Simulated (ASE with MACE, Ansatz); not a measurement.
# A sinusoid for the slip curve: generalised stacking fault on (110) of Ta

The cell holds 12 atoms: 12 Ta. Its edges and angles: a = 2.875 Å, b = 2.875 Å, c = 28.171 Å, α = 90.0°, β = 90.0°, γ = 109.5°. It derives from Ta. 48 atoms of Ta, stacked on (1 1 0); one fault a cell: the periodic image above is shifted rigidly by 0.000 Å along the in-plane vector of length 2.875 Å (1/2<111>); atoms relaxed along the normal alone with the MACE-MP-0b2 potential. Lattice constants are starting values near those of PBE. Folded to one surface cell (a quarter of the atoms).

Calculated with Ansatz 0.2.0: Kohn-Sham DFT, PBE, PAW (set soft_2), plane waves; cutoff 420 eV, k-mesh 10×10×1, fermi-dirac smearing of 0.1 eV. The cell described is the unshifted one. Its image above is shifted by x, atoms are relaxed along the normal alone (with PBE), and the energy is counted from the unshifted cell over the area of the fault.

```
slip x (Å)  fault energy (mJ/m²)
     0.000                     0
     1.677                     ?
     1.917                 589.6
     2.156                 429.5
     2.396                 238.7
     2.636                 61.89
```

Task: Fit a squared sine to the rows given and interpolate to the withheld row.

Worked fit:

The simplest curve with the period of the slip vector, p = 2.875 Å, is γ = γ0 sin²(πx/p), a line through the origin in u = sin²(πx/p).

```
        u  v (mJ/m²)
 0.749684    589.630
 0.500273    429.549
 0.249842    238.658
0.0666689    61.8918
```

For a line through the origin, slope = Σuv / Σu² = 720.68 / 0.87917 = 819.7.

At x = 1.677 Å, u = 0.9331.

Prediction at 1.677: 764.9 mJ/m². The run gave 687.0 mJ/m², so the fit is high by 78 mJ/m² (11 % of the value).

So γ0 = 819.7 mJ/m², and the steepest slope of the fitted curve, πγ0/p, is 8.96 GPa. Among the rows given, the largest miss of the fit is at 2.396, by 34 mJ/m² (4.9 % of the range of the table).

Limits: Rigid slip in the plane; the cell's length along the normal is held. The cell and its k-mesh tilt with the slip, which can add an error that grows with it.

[Logs are printed without paths, hosts, clocks, repeated set-up lines and the standing remarks that a program may print on its own settings, such as how far it seeks lower states.]

[Hosts, paths, dates, database ids (printed as entryN), source tags and the programs' standing remarks are cut or masked in the printed files.]
